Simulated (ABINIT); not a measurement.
Beyond one shot: LiH (Fm-3m). The structure is cubic, space group Fm-3m (No. 225). The conventional cell has a = 4.074 Å, b = 4.074 Å, c = 4.074 Å, α = 90.00°, β = 90.00°, γ = 90.00°. Nearest to Li lie 6 H at 2.04 Å. H has 6 Li at 2.04 Å nearest. Farther neighbours, and contacts between anions beyond the nearest, are not listed. The calculation used RPA screening on PBE from quasiparticle energies and orbitals, plane waves, norm-conserving pseudopotentials (and 4 further levels or steps) in ABINIT 10.8.3, with cutoff 33 Ha, PseudoDojo scalar-relativistic 0.4.1 standard, norm-conserving, ngkpt (6, 6, 6), nband 29, ecuteps 4 Ha, gwcalctyp 27, nfreqre 1, inclvkb 2, shiftk (0, 0, 0), symchi 1, awtr 1, frequency static, cycle 5, q points all but q = 0, 6×6×6 k-mesh. The G0W0 is 4.826 eV and the self-consistent COHSEX, cycle 1 is 6.311 eV. The self-consistent COHSEX, cycle 2 is 7.210 eV, the self-consistent COHSEX, cycle 3 is 7.429 eV and the self-consistent COHSEX, cycle 4 is 7.484 eV. The self-consistent COHSEX, cycle 5 is 7.499 eV. The known limits are short of the basis limit. It took 16 runs, 5.8 min in all on 4 MPI ranks of Arm Neoverse V1, shared host. Only the bands that the input lists are updated; the higher empty ones keep the functional's energies. Self-consistent COHSEX ends at 7.50 eV, +2.67 eV from G0W0, after 5 cycles that took 5.6 min beside the first screening; the last moved the gap by 0.015 eV. The database entry behind the starting cell differs from other determinations of this structure. The cell and positions come from the Crystallography Open Database and are kept as given unless a step says otherwise.

[Paths, hosts, dates, memory and timing lines, banners, echoed tables and standing remarks are left out of the program output; an Ansatz launch command may be rebuilt from the run's recorded settings. Measured values are a selection of at most five: reports struck by readers or far from the other reports are left out. None is set beside runs whose start may be inverted or whose files or cutoffs have a known fault.]

[Runs of the session that timed out or met a known fault of the program may be left out.]

[Hosts, paths, dates, database ids (printed as entryN), source tags and the programs' standing remarks are cut or masked in the printed files.]

[G0W0 gaps are taken among the corrected bands and points alone; a level outside them can change the order at an edge.]

[Where Ansatz stands beside ABINIT at settings called matched, ABINIT's density can come from a denser mesh and the files from another edition; pairs whose starting gaps differed by over 0.03 eV were left out, so agreement reads better than it is.]
